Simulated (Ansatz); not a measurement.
# Ba2C (model cell, started as cuprite): phonons and vibrational spectra, part 2 of 2

Wanted: phonon frequencies of Ba2C (model cell, started as cuprite) and what follows from them.

Ansatz 0.2.0; DFT PBEsol, scalar-relativistic, plane waves, PAW.

So far. Step 4 (Relaxing to small forces for the phonons): The forces vanish by symmetry and the pressure is 0.003 GPa, within the tolerances set. The cell now holds 39.38 Å³/atom. The relaxed cell has a = 6.182 Å (conventional setting).

The structure was built from a prototype and need not be the compound's stable phase.

### Step 5. Modes at Γ

The zone centre comes first: it holds the modes that light can see, as far as symmetry allows. No field response is asked, since the mesh shows no gap.

Contents of input.yaml:

```yaml
crystal:
  lattice:
    - [6.1820686643, 0.0, 0.0]
    - [0.0, 6.1820686643, 0.0]
    - [0.0, 0.0, 6.1820686643]
  atoms:
    - { symbol: C, position: [0.0, 0.0, 0.0] }
    - { symbol: C, position: [0.5, 0.5, 0.5] }
    - { symbol: Ba, position: [0.25, 0.25, 0.25] }
    - { symbol: Ba, position: [0.75, 0.75, 0.25] }
    - { symbol: Ba, position: [0.75, 0.25, 0.75] }
    - { symbol: Ba, position: [0.25, 0.75, 0.75] }
kpoints:
  mp_grid: { grid: [6, 6, 6] }
hamiltonian:
  xc: pbesol
scf:
  occupations: { method: methfessel_paxton, width: 0.2 }
output:
  eigenvalues: true
phonons:
  method: dfpt
```

Launch:

```console
$ ansatz run input.yaml --threads 8 --pin off --max-ram 14336MiB --backend cpu --events-out ev --progress --plain --runs-dir out
```

Numbers of over 12 decimals in the logs are rounded to 6 here.

The log of the run:

```text
[...]
Crystal: 6 atoms, lattice volume = 236.266 Å³
Basis set: ecut = 420 eV, 4625 PW (Γ), exchange–correlation on 96×96×96 points (8 copies of the dense FFT grid, shifted against one another)
Bands: 30, of which v1, the nominal top of the filled ones, is band 24 counted from 1 (23 counted from 0)
Symmetry: 48 space group operations
k-points: 68 of 216 (irreducible under 2 space group operations, time reversal used)
[...]
SCF iter   1: F=—  HF=-23937.978194 eV  |F-HF|=—  |Δ(HF+E_count)|=         —  Δρ=5.68e-3  dr2=1.39e-1  ethr=1.77e-3  ⟨swp⟩=10.8  Hψ=25405  notcnv=0
automatic band count: the SCF goes on with 36 bands, as 30 were too few: they end inside the smearing window of the response
[...]
SCF iter   2: F=—  HF=-23937.962088 eV  |F-HF|=—  |Δ(HF+E_count)|=   1.61e-2  S|Δr|=    0.00e0  Δρ=2.52e-3  dr2=2.44e-2  ethr=2.90e-4  ⟨swp⟩=1.0  Hψ=2992  notcnv=0
[...]
SCF iter  10: F=-23937.959125 eV  HF=-23937.959125 eV  |F-HF|=3.64e-12  |Δ(HF+E_count)|=  2.18e-11  S|Δr|=    0.00e0  Δρ=2.55e-8  dr2=1.38e-12  ethr=1.00e-12  ⟨swp⟩=12.2  Hψ=14629  notcnv=0
SCF 1 converged in 10 iterations: F = -23937.959125 eV  dr2 = 1.38e-12
[...]
DFPT response loops at Γ: preconditioner auto → Kerker (q_TF=auto, 2.092 Å⁻¹) (partly filled bands, converged f_vac=0.000); β = 1.00, the filter's whole step (`scf.mixing.beta` (0.50) is not read by the response loops under this deck's `scf.mixing.preconditioner`; to damp them name `kerker` or `kerker_dos`, under which they read `scf.mixing.beta`, and type it under 1.00, their step now; both keys bind the ground state too); Broyden in place of MSR1
SCF converged after 10 iterations
[...]
Free energy (F): -23937.959125 eV
[...]
Internal energy: -23937.932134 eV  (E = F + TS)
E sigma→0 (E₀):  -23937.952377 eV
Entropy (-TS):   -0.026991 eV (-4.498 meV/atom)
Fermi energy:    6.397617 eV
[...]
--- Band table (eV; the first three rows and the last of 68) ---
  k-point 0: bands = [... 20 lower, 4.5462, 4.6611, 6.5955, 6.5955, 7.0953, 7.0953, 7.0953, 7.1427, ... 8 higher]
  k-point 1: bands = [... 20 lower, 4.6886, 4.8070, 6.5522, 6.6869, 6.6869, 6.7186, 7.1075, 7.1606, ... 8 higher]
  k-point 2: bands = [... 20 lower, 5.0424, 5.1729, 6.1830, 6.1830, 6.3936, 6.8606, 7.0724, 7.4045, ... 8 higher]
  k-point 67: bands = [... 20 lower, 4.8288, 6.2777, 6.2777, 6.2777, 6.6730, 6.6730, 6.6730, 8.5298, ... 8 higher]
--- Phonons (Γ-DFPT): 2 representative perturbations + reference, on 68 of 216 k-points (Σ response iterations 7) ---
  k mesh reduced under 2 symmetry operations, with k and −k counted as one. Each operation leaves every solved perturbation unchanged. A smaller set is not used because it would not reduce the number of displacements times k-points to solve
  ASR residual: 2.596e-5 → 0.000e0 eV/Å²; symmetrization residual: 1.096e-6 eV/Å²
  ASR residual per site (eV/Å²): 2.60e-5 2.60e-5 4.25e-6 4.25e-6 4.25e-6 4.25e-6
  Γ frequencies (cm⁻¹): -114.31 -114.31 -114.31 0.00 0.00 0.00 33.31 33.31 33.31 52.65 52.65 111.27 146.25 146.25 146.25 202.79 202.79 202.79
  non-analytic LO–TO correction: not included (Born effective charges unavailable; polar crystals: no LO–TO splitting at Γ)
```

It took 26 s on 8 threads of Arm Neoverse V2, shared host; peak memory 2.5 GiB; 3.2 min of CPU time.

In the SCF lines HF is the Harris–Foulkes energy and dr2 the Hartree energy of the density residual, in eV; the loop may stop once dr2 is under the threshold and the program's other checks hold. Hψ counts applications of the Hamiltonian.

This step gave:

| Item | Value |
| --- | --- |
| sum-rule residual before enforcement | 2.60e-5 eV/Å² |
| point group | m-3m |
| highest optical mode at the zone centre (no LO-TO term) | 202.8 cm⁻¹ |
| lowest optical zone-centre mode | -114.3 cm⁻¹ |

Patterns of degenerate modes are one choice out of their space. The modes at Γ (shares of kinetic energy by element, %) (negative means imaginary):

```csv
mode,frequency (cm⁻¹),symmetry,C %,Ba %
1,-114.3,T1u,34,66
2,-114.3,T1u,34,66
3,-114.3,T1u,34,66
4,0.0,acoustic,4,96
5,0.0,acoustic,4,96
6,0.0,acoustic,4,96
7,33.3,T2u,0,100
8,33.3,T2u,0,100
9,33.3,T2u,0,100
10,52.6,Eu,0,100
11,52.6,Eu,0,100
12,111.3,A2u,0,100
13,146.2,T2g,100,0
14,146.2,T2g,100,0
15,146.2,T2g,100,0
16,202.8,T1u,62,38
17,202.8,T1u,62,38
18,202.8,T1u,62,38
```

Displacements in mode 1 (-114.3 cm⁻¹), the largest set to 1:
```
C1  -0.14 -0.32  1.00
C2  -0.14 -0.32  1.00
Ba3  0.15  0.19 -0.14
Ba4 -0.26 -0.22  0.05
Ba5  0.27 -0.16 -0.01
Ba6 -0.13  0.25 -0.08
```

Displacements in mode 9 (33.3 cm⁻¹), the largest set to 1:
```
C1   0.00  0.00  0.00
C2   0.00  0.00  0.00
Ba3 -0.73 -0.27  1.00
Ba4 -0.41 -0.59 -1.00
Ba5  0.41  0.27 -0.14
Ba6  0.73  0.59  0.14
```

Before it was imposed, the acoustic sum rule was missed by 2.6e-5 eV/Å². Small misses are needed for a sound result but don't prove that mesh and cutoff are converged. The lowest optical mode is imaginary, 114.3i cm⁻¹, so the energy falls along it.

### Step 6. The dispersion

Stability and thermal properties need the whole zone. Linear response on a 2×2×2 q mesh gives force constants as far as a supercell of that size would.

Edit input.yaml of step 5 so:

```diff
@@ -22 +22,8 @@
   method: dfpt
+  qmesh: [2, 2, 2]
+  temperatures: { t_max: 1000, t_step: 50 }
+  qpath:
+    path:
+      - [[0.0, 0.0, 0.0], [0.0, 0.5, 0.0], [0.5, 0.5, 0.0], [0.0, 0.0, 0.0], [0.5, 0.5, 0.5], [0.0, 0.5, 0.0]]
+      - [[0.5, 0.5, 0.5], [0.5, 0.5, 0.0]]
+    npoints: 10
```

The log of the run:

```text
Warning: phonons: the dynamical matrix that this run interpolates holds no multipole term above the dipole-dipole one, and a site of this crystal is no centre of inversion, so its interpolated transverse optical and acoustic branches and sound speeds can stay off near Gamma, and the density of states and the thermodynamics with them. What a run solves at a wave vector of phonons.qpoints, Gamma apart, where the deck admits one, is free of this, and under fd what a larger phonons.supercell samples
[...]
Crystal: 6 atoms, lattice volume = 236.266 Å³
Basis set: ecut = 420 eV, 4625 PW (Γ), exchange–correlation on 96×96×96 points (8 copies of the dense FFT grid, shifted against one another)
Bands: 30, of which v1, the nominal top of the filled ones, is band 24 counted from 1 (23 counted from 0)
Symmetry: 48 space group operations
k-points: 20 of 216
[...]
SCF iter   1: F=—  HF=-23937.978470 eV  |F-HF|=—  |Δ(HF+E_count)|=         —  Δρ=5.68e-3  dr2=1.39e-1  ethr=1.77e-3  ⟨swp⟩=10.9  Hψ=7486  notcnv=0
[...]
SCF iter  10: F=-23937.959125 eV  HF=-23937.959125 eV  |F-HF|=1.46e-11  |Δ(HF+E_count)|=  2.55e-11  S|Δr|=    0.00e0  Δρ=3.13e-8  dr2=2.75e-12  ethr=1.00e-12  ⟨swp⟩=11.2  Hψ=4324  notcnv=0
SCF 1 converged in 10 iterations: F = -23937.959125 eV  dr2 = 2.75e-12
[...]
SCF iter   5: F=-23937.959125 eV  HF=-23937.959125 eV  |F-HF|=7.28e-12  |Δ(HF+E_count)|=    0.00e0  S|Δr|=    0.00e0  Δρ=3.70e-8  dr2=3.26e-12  ethr=1.00e-12  ⟨swp⟩=1.9  Hψ=1565  notcnv=0
SCF 2 converged in 5 iterations: F = -23937.959125 eV  dr2 = 3.26e-12
phonons: the bands overlap, so this run is a metal and interpolates without the dipole-dipole term. If the crystal is really an insulator or semiconductor, its LO-TO splitting is missing
NSCF: frozen V_eff on 20 k-points
[...]
DFPT response loops at q = (0, 0, 0) (fractional): preconditioner auto → Kerker (q_TF=auto, 2.092 Å⁻¹) (partly filled bands, converged f_vac=0.000); β = 1.00, the filter's whole step (`scf.mixing.beta` (0.50) is not read by the response loops under this deck's `scf.mixing.preconditioner`; to damp them name `kerker` or `kerker_dos`, under which they read `scf.mixing.beta`, and type it under 1.00, their step now; both keys bind the ground state too); Broyden in place of MSR1
[...]
SCF converged after 10 iterations
[...]
Free energy (F): -23937.959125 eV
[...]
Internal energy: -23937.932134 eV  (E = F + TS)
E sigma→0 (E₀):  -23937.952377 eV
Entropy (-TS):   -0.026991 eV (-4.498 meV/atom)
Fermi energy:    6.397617 eV
[...]
--- Band table (eV; the first three rows and the last of 20) ---
  k-point 0: bands = [... 20 lower, 4.5462, 4.6611, 6.5955, 6.5955, 7.0953, 7.0953, 7.0953, 7.1427, ... 8 higher]
  k-point 1: bands = [... 20 lower, 4.6886, 4.8070, 6.5522, 6.6869, 6.6869, 6.7186, 7.1075, 7.1606, ... 8 higher]
  k-point 2: bands = [... 20 lower, 5.0424, 5.1729, 6.1830, 6.1830, 6.3936, 6.8606, 7.0724, 7.4045, ... 8 higher]
  k-point 19: bands = [... 20 lower, 4.8288, 6.2777, 6.2777, 6.2777, 6.6730, 6.6730, 6.6730, 8.5298, ... 8 higher]
--- Phonons (Γ-DFPT): 2 representative perturbations + reference (Σ response iterations 7) ---
  ASR residual: 3.020e-5 → 0.000e0 eV/Å²; symmetrization residual: 3.317e-7 eV/Å²
  ASR residual per site (eV/Å²): 3.02e-5 3.02e-5 4.21e-6 4.21e-6 4.21e-6 4.21e-6
[...]
--- Phonons (arbitrary-q DFPT): 4 irreducible q on the 2×2×2 mesh ---
  q = [0.0000, 0.0000, 0.0000] (star 1, of the zone-centre solve; hermiticity 3.71e-7, symmetrization 5.33e-13): -114.31 -114.31 -114.31 -0.00 0.00 0.00 33.31 33.31 33.31 52.65 52.65 111.27 146.25 146.25 146.25 202.79 202.79 202.79
  q = [0.0000, 0.0000, -0.5000] (star 3, 4 solved perturbations in 284 linear systems a pass and spin channel, the states on 112 of 216 k-point pairs; hermiticity 7.98e-7, symmetrization 1.50e-13): -131.72 -131.72 -117.75 -117.75 -18.38 -18.38 31.90 31.90 31.91 31.91 42.09 42.09 63.72 63.72 115.58 115.58 233.29 233.29
[...]
sum rule: each row above includes the acoustic sum rule's correction from the zone centre's row sums; it moved no ω² by more than (0.83 cm⁻¹)²
  mesh force constants: q→R imaginary residual 3.45e-17; ASR residual 3.020e-5 → 0.000e0 eV/Å²; symmetrization residual 2.665e-15 eV/Å²
  interpolated dispersion: 62 rows × 18 modes
  density of states and harmonic sums: on the 10×10×10 q-mesh, interpolated from the force constants of a 2×2×2 supercell (no non-analytic term)
  largest difference from the sums on the solved wave vectors: F 1.74e-2 eV, S 2.20e-5 and C_V 3.07e-6 eV/K
  zero-point energy: 0.068994 eV/cell   skipped modes (ω ≤ 0): 347, of them read as no rigid motion or as one in doubt: 344 (6.283e0 modes/cell left out, lowest -131.72 cm⁻¹)   left out of the sums: 3.49e-1 of the cell's modes: C_V's classical limit lies that fraction below 3 k_B per atom; for a crystal, a wire or a layer, F and S can be off by more, and a phonons.interpolated_qmesh denser along its periods is the remedy for the sampling
```

Elapsed: 2 min, on 8 threads; peak memory 2.8 GiB; 15 min of CPU time.

This step gave:

* sum-rule residual before enforcement: 3.02e-5 eV/Å²
* lowest frequency on the path: -131.7 cm⁻¹
* highest frequency on the path or at a solved wavevector: 233.3 cm⁻¹
* lowest mode on the q mesh (acoustic modes at Γ apart): -131.7 cm⁻¹

Frequencies (cm⁻¹) solved at each irreducible wavevector; negative means imaginary. Frequencies by wavevector, by row:

| q in reciprocal lattice units | star | mode 1 | mode 2 | mode 3 | mode 4 | mode 16 | mode 17 | mode 18 |
| --- | --- | --- | --- | --- | --- | --- | --- | --- |
| 0 0 0 | 1 | -114.3 | -114.3 | -114.3 | 0 | 202.8 | 202.8 | 202.8 |
| 0 0 -0.5 | 3 | -131.7 | -131.7 | -117.8 | -117.8 | 115.6 | 233.3 | 233.3 |
| 0 -0.5 -0.5 | 3 | -75.6 | -75.6 | -58 | -58 | 141.9 | 209.1 | 209.1 |
| -0.5 -0.5 -0.5 | 1 | -78.4 | -78.4 | -78.4 | -70.5 | 206.1 | 206.1 | 206.1 |

Interpolated from a 2×2×2 q mesh. The phonon branches at the labelled points (cm⁻¹):

```
    point  branch 1  branch 2  branch 3  branch 4  branch 15  branch 16  branch 17  branch 18
        Γ      -114      -114      -114         0        146        203        203        203
  halfway      -122      -122      -120        12        109        167        223        223
        X      -132      -132      -118      -118        116        116        233        233
  halfway      -112      -112       -89       -89        134        134        219        219
        M       -76       -76       -58       -58        142        142        209        209
  halfway      -127      -112      -112       -29        112        194        194        221
        Γ      -114      -114      -114         0        146        203        203        203
  halfway      -108      -108      -101       -44        110        197        206        206
        R       -78       -78       -78       -70        114        206        206        206
  halfway      -101       -88       -83       -55        119        168        208        217
        X      -132      -132      -118      -118        116        116        233        233
jump to R       -78       -78       -78       -70        114        206        206        206
  halfway       -77       -77       -76       -64        110        186        208        208
        M       -76       -76       -58       -58        142        142        209        209
```

Tetrahedra on a 10×10×10 mesh, mean over bins of 5 cm-1. Interpolated from a 2×2×2 q mesh. The phonon density of states by wavenumber; read off at these points:

```csv
wavenumber (cm⁻¹),phonon density of states (1/cm⁻¹/cell)
-132,0.00326
-122,0.0616
-118,0.0983
-112,0.0588
-102,0.0452
-92,0.0459
-82,0.0557
-72,0.0316
-62,0.0469
-52,0.0306
-42,0.0345
-32,0.0714
-22,0.0560
-12,0.0408
-2,0.0285
8,0.0307
18,0.0492
28,0.105
38,0.0822
48,0.175
52,0.150
62,0.126
72,0.0436
82,0.0496
92,0.0297
102,0.0244
112,0.105
122,0.0274
132,0.0118
142,0.00756
152,0.0118
162,0.0173
172,0.0190
182,0.0218
192,0.0139
202,0.0233
208,0.123
212,0.0906
222,0.0524
232,0.00471
```

The partial phonon density of states has structure finer than the step of the table below, so its rows give means over 10 cm⁻¹, whole bins alone (the curve runs from -141 to 250 cm⁻¹). Peaks (cm⁻¹: height): Ba -116.5: 0.0369, -77.1: 0.0427, -23.1: 0.0624, 26.1: 0.101, 48.2: 0.152, 112.1: 0.0651, 208.0: 0.0278; C -121.4: 0.0428, 62.9: 0.0357, 80.2: 0.0277, 178.5: 0.0172, 208.0: 0.0746.

Phonopy on the run's constants, 9x9x9 mesh, Gaussian sigma 2.8 cm-1. Interpolated from a 2×2×2 q mesh. Table of partial phonon density of states by wavenumber; means over each step; values in 1/cm⁻¹/cell:

```
wavenumber (cm⁻¹)       Ba        C
             -130  0.00760   0.0186
             -120   0.0291   0.0406
             -110   0.0269   0.0324
             -100   0.0212   0.0223
              -90   0.0255   0.0186
              -80   0.0370   0.0204
              -70   0.0259   0.0110
              -60   0.0246  0.00801
              -50   0.0349   0.0104
              -40   0.0386  0.00459
              -30   0.0555  0.00329
              -20   0.0597  0.00257
              -10   0.0291  0.00129
                0   0.0147   9.0e-4
               10   0.0374  0.00161
               20   0.0653  0.00260
               30   0.0876  0.00592
               40   0.0850  0.00994
               50    0.143   0.0199
               60    0.102   0.0337
               70   0.0306   0.0231
               80   0.0290   0.0243
               90   0.0162   0.0142
              100   0.0131   0.0157
              110   0.0479   0.0133
              120   0.0225   0.0156
              130  0.00782  0.00935
              140  0.00356  0.00437
              150  0.00555  0.00747
              160  0.00567  0.00945
              170  0.00477  0.00913
              180  0.00694   0.0157
              190  0.00480   0.0108
              200   0.0103   0.0246
              210   0.0234   0.0667
              220   0.0135   0.0497
              230  0.00366   0.0167
              240   1.1e-4   5.4e-4
```

Symmetry leaves 4 wavevectors to solve. The lowest mode among them, the acoustic zeros apart, lies at q = (0, 0, -0.5) and is imaginary, 131.7i cm⁻¹, so the energy falls along it.

### Step 7. What came out

| Item | Value |
| --- | --- |
| space group after relaxation (within 0.01 Å) | Pn-3m |
| volume per atom | 39.4 Å³ |
| electronic character | no gap on this mesh |
| highest optical mode at the zone centre (no LO-TO term) | 203 cm⁻¹ |
| lowest optical zone-centre mode | -114 cm⁻¹ |
| lowest mode on the q mesh (acoustic modes at Γ apart) | -132 cm⁻¹ |
| highest frequency on the path or at a solved wavevector | 233 cm⁻¹ |
| imaginary modes on the 2×2×2 q mesh | yes |

What this shows: Modes are clearly imaginary (beyond 10i cm⁻¹) at 4 of the 4 irreducible wavevectors, most at q = (0, 0, -0.5) (131.7i cm⁻¹), so this structure is not a minimum of the energy. The optical modes at Γ span -114 to 203 cm⁻¹ (negative means imaginary). With no gap, or one that is small against the smearing, the frequencies hang on the k mesh and the smearing, most of all near Kohn anomalies. Spin-orbit coupling is left out, which can matter for the heavy elements here. The starting cell was built on a prototype and not taken from a measurement, so the phase need not exist. These are harmonic frequencies at zero temperature: anharmonic shifts, linewidths and thermal expansion are left out.

[Logs are printed without paths, hosts, clocks, repeated set-up lines and the standing remarks that a program may print on its own settings, such as how far it seeks lower states.]

[Hosts, paths, dates, database ids (printed as entryN), source tags and the programs' standing remarks are cut or masked in the printed files.]
